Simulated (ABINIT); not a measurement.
# SrTiO3 (Tausonite): Bethe-Salpeter spectra with ABINIT, part 2 of 4

Wanted: excitons and ε₂ of SrTiO3 (Tausonite), with cost.

ABINIT 10.8.3; PBE and many-body steps on it, plane waves. Known limits of the many-body steps: not at the basis limit; no spin-orbit coupling; coarse k mesh; bindings not settled in the k mesh.

So far. Step 4 (Self-energy, 4×4×4 mesh, 135 bands, screening to 149.7 …): The gap on the mesh goes from 1.91 eV to 3.48 eV, a correction of +1.57 eV. Step 5 (Excitons): The lowest state lies at 3.380 eV, 0.456 eV under the direct gap.

## (6) Triplet (no exchange term)

Level of this step: Bethe-Salpeter equation on PBE with a scissors shift, plane waves, norm-conserving pseudopotentials (ABINIT).

The input, run.abi:

```
acell 3*1.0 Angstrom
rprim 
  3.905280000000 0.000000000000 0.000000000000
  0.000000000000 3.905280000000 0.000000000000
  0.000000000000 0.000000000000 3.905280000000
ntypat 3
znucl 38 22 8
natom 5
typat 1 2 3 3 3
xred 
  0.500000000000 0.500000000000 0.500000000000
  0.000000000000 0.000000000000 0.000000000000
  0.500000000000 0.000000000000 0.000000000000
  0.000000000000 0.500000000000 0.000000000000
  0.000000000000 0.000000000000 0.500000000000
pp_dirpath "pseudos"
pseudos "Sr.upf, Ti.upf, O.upf"
ecut 38
ngkpt 4 4 4
nshiftk 1
shiftk 0 0 0
kptopt 1
chksymbreak 0
istwfk *1
occopt 1
irdwfk 1
optdriver 99
bs_calctype 1
mbpt_sciss 1.573 eV
bs_loband 14
nband 25
bs_exchange_term 0
bs_coulomb_term 11
bs_coupling 0
bs_algorithm 1
bs_freq_mesh 0 8 0.05 eV
zcut 0.15 eV
ecuteps 4
ecutwfn 19
inclvkb 2
irdscr 1
indata_prefix "in"
outdata_prefix "out"
tmpdata_prefix "tmp"
```

The run is started by

```sh
OMP_NUM_THREADS=1 mpirun -n 8 abinit run.abi > log
```

What it wrote:

```text
.Version 10.8.3 of ABINIT. v10.8.2 released Aug 2026.

 Symmetries : space group Pm -3 m (#221); Bravais cP (primitive cubic)
[... echo of the input left out ...]
== DATASET  1 ==================================================================
-   mpi_nproc: 8, omp_nthreads: 1 (-1 if OMP is not activated)

--- !DatasetInfo
iteration_state: {dtset: 1, }
dimensions: {natom: 5, nkpt: 10, mband: 25, nsppol: 1, nspinor: 1, nspden: 1, mpw: 1622, }
cutoff_energies: {ecut:  19.0, pawecutdg:  -1.0, }
electrons: {nelect:   4.00000000E+01, charge:   0.00000000E+00, occopt:   1.00000000E+00, tsmear:   1.00000000E-02, }

 Exciton: Calculation of dielectric properties by solving the Bethe-Salpeter equation
 in frequency domain and reciprocal space on a transitions basis set.
 Based on a program developed by L. Reining, V. Olevano, F. Sottile,
 S. Albrecht, and G. Onida. Incorporated in ABINIT by M. Giantomassi.

.Using double precision arithmetic ; gwpc =  8

[... cell and pseudopotentials left out ...]
--------------------------------------------------------------------------------

 ==== K-mesh for the wavefunctions ====
 Number of points in the irreducible wedge :    10
[... list of points left out ...]
 Together with 48 symmetry operations and time-reversal symmetry
 yields    64 points in the full Brillouin Zone.

 ==== Q-mesh for the screening function ====
 Number of points in the irreducible wedge :    10
[... list of points left out ...]
 Together with 48 symmetry operations and time-reversal symmetry
 yields    64 points in the full Brillouin Zone.

 vcoul_init : cutoff-mode = AUXILIARY_FUNCTION
 q-points for optical limit:   1
     1)      0.000010    0.000020    0.000030
 setmesh: FFT mesh size selected  =    24x   24x   24
[...]
average of density, n =  0.099449
 r_s =    1.3390
 omega_plasma =   30.4198 [eV]

. Writing resonant excitonic Hamiltonian on file out_BSR; file size=   0.04 [Gb].
 Direct diagonalization of the resonant excitonic Hamiltonian, Matrix size= 2240
. Using LAPACK sequential version.
 Excitonic eigenvalues in eV up to n=   32
   3.37363   3.37372   3.37390   3.37471   3.37483   3.37492   3.41083   3.41088
   3.41324   3.68941   3.68947   3.68964   3.69212   3.69222   3.69237   3.77636
   3.77637   3.77637   3.77704   3.77704   3.77705   3.99004   3.99007   3.99013
   3.99081   3.99084   3.99090   4.18971   4.19046   4.19372   4.21944   4.21961

 First excitonic eigenvalue=    3.37 [eV]
 Last  excitonic eigenvalue=   13.30 [eV]

 GW  direct gap       3.84  0.00 [eV]
 EXC direct gap       3.37  0.00 [eV]
 EXC binding energy   0.46  0.00 [eV]

 Excitonic eigenvalues up to the GW energy gap [eV]
  1 (  3.37  0.00)
  2 (  3.37  0.00)
  3 (  3.37  0.00)
[...]
20 (  3.78  0.00)
 21 (  3.78  0.00)

 Macroscopic dielectric function:
 omega [eV] <KS_RPA_nlf>  <GW_RPA_nlf>  <BSE>
   0.0000   4.9742   0.0000   3.8892   0.0000   4.5052   0.0000
   0.0500   4.9749   0.0042   3.8894   0.0013   4.5056   0.0024
   0.1000   4.9770   0.0083   3.8901   0.0027   4.5068   0.0048
[...]
0.4000   5.0188   0.0343   3.9034   0.0108   4.5311   0.0197
   0.4500   5.0309   0.0390   3.9072   0.0122   4.5381   0.0223

 Writing KS-RPA macroscopic dielectric function without local fields to file: out_RPA_NLF_MDF
 Writing GW-RPA macroscopic dielectric function without local fields to file: out_GW_NLF_MDF
 Writing EXC Macroscopic dielectric function to file: out_EXC_MDF

== END DATASET(S) ==============================================================
================================================================================

 -outvars: echo values of variables after computation  --------
           etotal      0.0000000000E+00
            nband          25
             nkpt          10
          spgroup         221
 [... the other variables as echoed above ...]

 Calculation completed.
```

The job ended after 3.7 min (8 MPI ranks of Arm Neoverse N1, shared host; peak memory 0.88 GiB).

The lowest triplet lies at 3.374 eV; without spin-orbit coupling triplets are dark, so no spectrum is read.

## (7) Beyond Tamm-Dancoff

Edit run.abi of step 6 so:

```diff
@@ -29,7 +29,7 @@
 mbpt_sciss 1.573 eV
-bs_loband 14
-nband 25
-bs_exchange_term 0
+bs_loband 17
+nband 24
+bs_exchange_term 1
 bs_coulomb_term 11
-bs_coupling 0
+bs_coupling 1
 bs_algorithm 1
```

What it wrote:

```text
.Version 10.8.3 of ABINIT. v10.8.2 released Aug 2026.

 Symmetries : space group Pm -3 m (#221); Bravais cP (primitive cubic)
[... echo of the input left out ...]
== DATASET  1 ==================================================================
-   mpi_nproc: 8, omp_nthreads: 1 (-1 if OMP is not activated)

--- !DatasetInfo
iteration_state: {dtset: 1, }
dimensions: {natom: 5, nkpt: 10, mband: 24, nsppol: 1, nspinor: 1, nspden: 1, mpw: 1622, }
cutoff_energies: {ecut:  19.0, pawecutdg:  -1.0, }
electrons: {nelect:   4.00000000E+01, charge:   0.00000000E+00, occopt:   1.00000000E+00, tsmear:   1.00000000E-02, }

 Exciton: Calculation of dielectric properties by solving the Bethe-Salpeter equation
 in frequency domain and reciprocal space on a transitions basis set.
 Based on a program developed by L. Reining, V. Olevano, F. Sottile,
 S. Albrecht, and G. Onida. Incorporated in ABINIT by M. Giantomassi.

.Using double precision arithmetic ; gwpc =  8

[... cell and pseudopotentials left out ...]
--------------------------------------------------------------------------------

 ==== K-mesh for the wavefunctions ====
 Number of points in the irreducible wedge :    10
[... list of points left out ...]
 Together with 48 symmetry operations and time-reversal symmetry
 yields    64 points in the full Brillouin Zone.

 ==== Q-mesh for the screening function ====
 Number of points in the irreducible wedge :    10
[... list of points left out ...]
 Together with 48 symmetry operations and time-reversal symmetry
 yields    64 points in the full Brillouin Zone.

 vcoul_init : cutoff-mode = AUXILIARY_FUNCTION
 q-points for optical limit:   1
     1)      0.000010    0.000020    0.000030
 setmesh: FFT mesh size selected  =    24x   24x   24
[...]
q = (  0.000000  0.000000  1.174549) [r.l.u.]
 q = (  1.174549  0.000000  0.000000) [r.l.u.]
 q = (  0.000000  1.174549  0.000000) [r.l.u.]
 q = (  0.000000  0.000000  1.174549) [r.l.u.]
 Number of electrons calculated from density =   39.9718; Expected =   40.0000
 average of density, n =  0.099449
 r_s =    1.3390
 omega_plasma =   30.4198 [eV]

. Writing resonant excitonic Hamiltonian on file out_BSR; file size=   0.01 [Gb].
. Writing coupling excitonic Hamiltonian on file out_BSC; file size=   0.01 [Gb].
. Direct diagonalization of the full excitonic Hamiltonian, Matrix size= 2048
. Using LAPACK sequential version to solve FHv = ev with H positive definite.
 First excitonic eigenvalue:    3.38 [eV].
 Last  excitonic eigenvalue:   11.89 [eV].

 GW  direct gap       3.84  0.00 [eV]
 EXC direct gap       3.38  0.00 [eV]
 EXC binding energy   0.45  0.00 [eV]

 Excitonic eigenvalues up to the GW energy gap [eV]
*** (  3.38  0.00)
*** (  3.38  0.00)
*** (  3.38  0.00)
[...]
*** (  3.78  0.00)
*** (  3.78  0.00)

 Macroscopic dielectric function:
 omega [eV] <KS_RPA_nlf>  <GW_RPA_nlf>  <BSE>
   0.0000   4.1852   0.0000   3.2814   0.0000   3.6477  -0.0000
   0.0500   4.1858   0.0036   3.2816   0.0011   3.6480   0.0019
   0.1000   4.1876   0.0073   3.2821   0.0023   3.6490   0.0037
[...]
0.4000   4.2241   0.0300   3.2934   0.0091   3.6676   0.0152
   0.4500   4.2346   0.0341   3.2967   0.0103   3.6730   0.0171

 Writing KS-RPA macroscopic dielectric function without local fields to file: out_RPA_NLF_MDF
 Writing GW-RPA macroscopic dielectric function without local fields to file: out_GW_NLF_MDF
 Writing EXC Macroscopic dielectric function to file: out_EXC_MDF

== END DATASET(S) ==============================================================
================================================================================

 -outvars: echo values of variables after computation  --------
           etotal      0.0000000000E+00
            nband          24
             nkpt          10
          spgroup         221
 [... the other variables as echoed above ...]

 Calculation completed.
```

It took 2.5 min on 8 MPI ranks; peak memory 0.82 GiB; 20 min of CPU time.

This step gave:

```yaml
direct_gap_of_the_transition_levels: 3.836 eV
transitions_in_the_window: 1024
lowest_state: 3.38 eV
binding_of_the_lowest_state_below_the_direct_gap: 0.4561 eV
coulomb_term_of_one_mesh_cell: 0.4089 eV
```

The binding is 1.1 times the screened Coulomb term of one mesh cell (0.41 eV), so it is not shown settled.

The lowest state lies at 3.380 eV, 0.456 eV under the direct gap.

## (8) RPA with local fields (no direct term)

Edit run.abi of step 7 so:

```diff
@@ -29,9 +29,9 @@
 mbpt_sciss 1.573 eV
-bs_loband 17
-nband 24
+bs_loband 15
+nband 26
 bs_exchange_term 1
-bs_coulomb_term 11
-bs_coupling 1
-bs_algorithm 1
-bs_freq_mesh 0 8 0.05 eV
+bs_coulomb_term 0
+bs_coupling 0
+bs_algorithm 2
+bs_freq_mesh 0 10 0.1 eV
 zcut 0.15 eV
@@ -41,2 +41,4 @@
 irdscr 1
+bs_haydock_niter 300
+bs_haydock_tol -0.02 0
 indata_prefix "in"
```

What it wrote:

```text
.Version 10.8.3 of ABINIT. v10.8.2 released Aug 2026.

 Symmetries : space group Pm -3 m (#221); Bravais cP (primitive cubic)
[... echo of the input left out ...]
== DATASET  1 ==================================================================
-   mpi_nproc: 8, omp_nthreads: 1 (-1 if OMP is not activated)

--- !DatasetInfo
iteration_state: {dtset: 1, }
dimensions: {natom: 5, nkpt: 10, mband: 26, nsppol: 1, nspinor: 1, nspden: 1, mpw: 1622, }
cutoff_energies: {ecut:  19.0, pawecutdg:  -1.0, }
[...]
0.1000   5.0615   0.0083   3.9642   0.0027   3.9279   0.0026
   0.2000   5.0698   0.0168   3.9669   0.0054   3.9305   0.0052
[...]
0.8000   5.2469   0.0767   4.0215   0.0225   3.9832   0.0217
   0.9000   5.3015   0.0899   4.0375   0.0256   3.9986   0.0247

== END DATASET(S) ==============================================================
================================================================================

 -outvars: echo values of variables after computation  --------
           etotal      0.0000000000E+00
            nband          26
             nkpt          10
          spgroup         221
 [... the other variables as echoed above ...]

 Calculation completed.
```

The job ended after 9.9 s (8 MPI ranks; peak memory 0.73 GiB; 78 s of CPU time).

This step gave:

```yaml
direct_gap_of_the_transition_levels: 3.836 eV
transitions_in_the_window: 2304
```

Mean over the three Cartesian directions of q; broadening 0.15 eV; transition window only. Limits: finite bands, cutoff and mesh; no spin-orbit coupling; coarse k mesh. Table of ε₂ by photon energy; read off at these points:

```
photon energy (eV)     BSE  no electron-hole interaction  Kohn-Sham, no shift
              0.00       0                             0                    0
              0.30  0.0078                       0.00807               0.0254
              0.50  0.0131                        0.0136               0.0438
              0.80  0.0217                        0.0225               0.0766
              1.10  0.0312                        0.0324                0.122
              1.40  0.0423                        0.0439                0.194
              1.60  0.0510                        0.0530                0.277
              1.90  0.0668                        0.0696                0.567
              2.20  0.0878                        0.0917                 1.98
              2.40   0.106                         0.111                 2.95
              2.70   0.146                         0.154                 4.85
              3.00   0.214                         0.226                 3.45
              3.20   0.295                         0.313                 2.32
              3.50   0.590                         0.635                 1.56
              3.80    2.02                          2.22                 3.78
              4.10    4.51                          4.92                 7.81
              4.20    5.31                          5.53                 7.16
              4.30    4.62                          4.71                 8.33
              4.60    3.43                          3.53                 10.5
              4.90    1.53                          1.60                 6.86
              5.10    1.50                          1.64                 6.00
              5.40    3.49                          3.96                 2.47
              5.70    6.83                          7.64                 2.58
              5.90    7.58                          8.90                 3.64
              6.10    11.0                          11.2                 6.15
              6.20    10.9                          9.99                 5.33
              6.50    7.41                          6.90                 5.52
              6.80    4.38                          3.99                 2.02
              7.00    2.55                          2.36                 2.67
              7.30    2.72                          2.70                 2.00
              7.60    5.44                          5.57                 1.68
              7.80    5.34                          5.21                 2.40
              8.00    6.34                          6.00                 2.95
              8.10    5.62                          5.02                 3.08
              8.40    2.11                          2.01                 2.93
              8.60    2.82                          2.77                 1.73
              8.90    2.07                          1.98                0.865
              9.20    1.70                          1.70                0.876
              9.50    3.05                          2.98                 1.09
              9.70    3.00                          3.19                 1.07
             10.00    2.99                          2.81                0.771
```

## (9) Model screening

Edit run.abi of step 8 so:

```diff
@@ -32,3 +32,3 @@
 bs_exchange_term 1
-bs_coulomb_term 0
+bs_coulomb_term 21
 bs_coupling 0
@@ -40,3 +40,4 @@
 inclvkb 2
-irdscr 1
+mdf_epsinf 6.4
+irdden 1
 bs_haydock_niter 300
```

What it wrote:

```text
.Version 10.8.3 of ABINIT. v10.8.2 released Aug 2026.

 Symmetries : space group Pm -3 m (#221); Bravais cP (primitive cubic)
[... echo of the input left out ...]
== DATASET  1 ==================================================================
-   mpi_nproc: 8, omp_nthreads: 1 (-1 if OMP is not activated)

--- !DatasetInfo
iteration_state: {dtset: 1, }
dimensions: {natom: 5, nkpt: 10, mband: 26, nsppol: 1, nspinor: 1, nspden: 1, mpw: 1622, }
cutoff_energies: {ecut:  19.0, pawecutdg:  -1.0, }
[...]
0.1000   5.0615   0.0083   3.9642   0.0027   4.4286   0.0043
   0.2000   5.0698   0.0168   3.9669   0.0054   4.4329   0.0085
[...]
0.8000   5.2469   0.0767   4.0215   0.0225   4.5207   0.0365
   0.9000   5.3015   0.0899   4.0375   0.0256   4.5467   0.0419

== END DATASET(S) ==============================================================
================================================================================

 -outvars: echo values of variables after computation  --------
           etotal      0.0000000000E+00
            nband          26
             nkpt          10
          spgroup         221
 [... the other variables as echoed above ...]

 Calculation completed.
```

Wall time 2.7 min (8 MPI ranks); peak memory 0.85 GiB; 21 min of CPU time.

This step gave:

- direct gap of the transition levels: 3.836 eV
- transitions in the window: 2304
- Coulomb term of one mesh cell: 0.4089 eV

The ε₂ has structure finer than the step of the table below, so its rows give means over 0.25 eV, whole bins alone (the curve runs from 0 to 10 eV). Peaks (eV: height): BSE 3.700: 6.94, 5.200: 11.6, 5.800: 8.78, 7.100: 7.08, 9.300: 2.98; no electron-hole interaction 4.200: 5.53, 6.100: 11.2, 8.000: 6.00, 9.800: 3.34; Kohn-Sham, no shift 2.600: 5.64, 4.500: 11.2, 6.100: 6.15, 8.200: 3.36.

Mean over the three Cartesian directions of q; broadening 0.15 eV; transition window only. Limits: finite bands, cutoff and mesh; no spin-orbit coupling; coarse k mesh; exciton not shown settled in the k mesh. The ε₂ by photon energy; means over each step:

```
photon energy (eV)     BSE  no electron-hole interaction  Kohn-Sham, no shift
              0.25  0.0107                       0.00673               0.0212
              0.50  0.0219                        0.0137               0.0441
              0.75  0.0340                        0.0210               0.0710
              1.00  0.0477                        0.0290                0.106
              1.25  0.0638                        0.0380                0.155
              1.50  0.0837                        0.0485                0.235
              1.75   0.109                        0.0610                0.396
              2.00   0.145                        0.0765                0.888
              2.25   0.196                        0.0967                 2.21
              2.50   0.281                         0.124                 4.27
              2.75   0.445                         0.165                 4.65
              3.00   0.876                         0.230                 3.46
              3.25    2.58                         0.355                 2.12
              3.50    4.84                         0.690                 1.70
              3.75    5.97                          1.80                 3.27
              4.00    4.04                          3.57                 6.25
              4.25    3.79                          4.97                 8.14
              4.50    2.41                          3.74                 10.5
              4.75    3.61                          2.59                 8.26
              5.00    8.52                          1.61                 6.60
              5.25    10.1                          2.67                 3.90
              5.50    7.92                          5.30                 2.31
              5.75    8.05                          7.63                 2.83
              6.00    7.11                          10.2                 4.90
              6.25    3.95                          9.17                 5.49
              6.50    2.06                          6.97                 4.97
              6.75    2.17                          4.82                 2.46
              7.00    4.85                          2.51                 2.50
              7.25    5.21                          2.53                 2.16
              7.50    3.16                          4.18                 1.81
              7.75    2.27                          5.55                 2.19
              8.00    1.72                          5.41                 2.97
              8.25    1.98                          3.01                 3.21
              8.50    1.54                          2.36                 2.37
              8.75    1.76                          2.36                 1.22
              9.00    2.23                          1.88                0.786
              9.25    2.60                          1.95                0.924
              9.50    2.42                          2.83                 1.06
              9.75    1.43                          3.21                 1.04
```

[end of part 2 of 4]

[Paths, hosts, dates, memory and timing lines, banners, echoed tables and standing remarks are left out of the program output.]

[Logs are printed without paths, hosts, clocks, repeated set-up lines and the standing remarks that a program may print on its own settings, such as how far it seeks lower states.]

[Runs of the session that timed out or met a known fault of the program may be left out.]

[Hosts, paths, dates, database ids (printed as entryN), source tags and the programs' standing remarks are cut or masked in the printed files.]

[G0W0 gaps are taken among the corrected bands and points alone; a level outside them can change the order at an edge.]

[Where Ansatz stands beside ABINIT at settings called matched, ABINIT's density can come from a denser mesh and the files from another edition; pairs whose starting gaps differed by over 0.03 eV were left out, so agreement reads better than it is.]
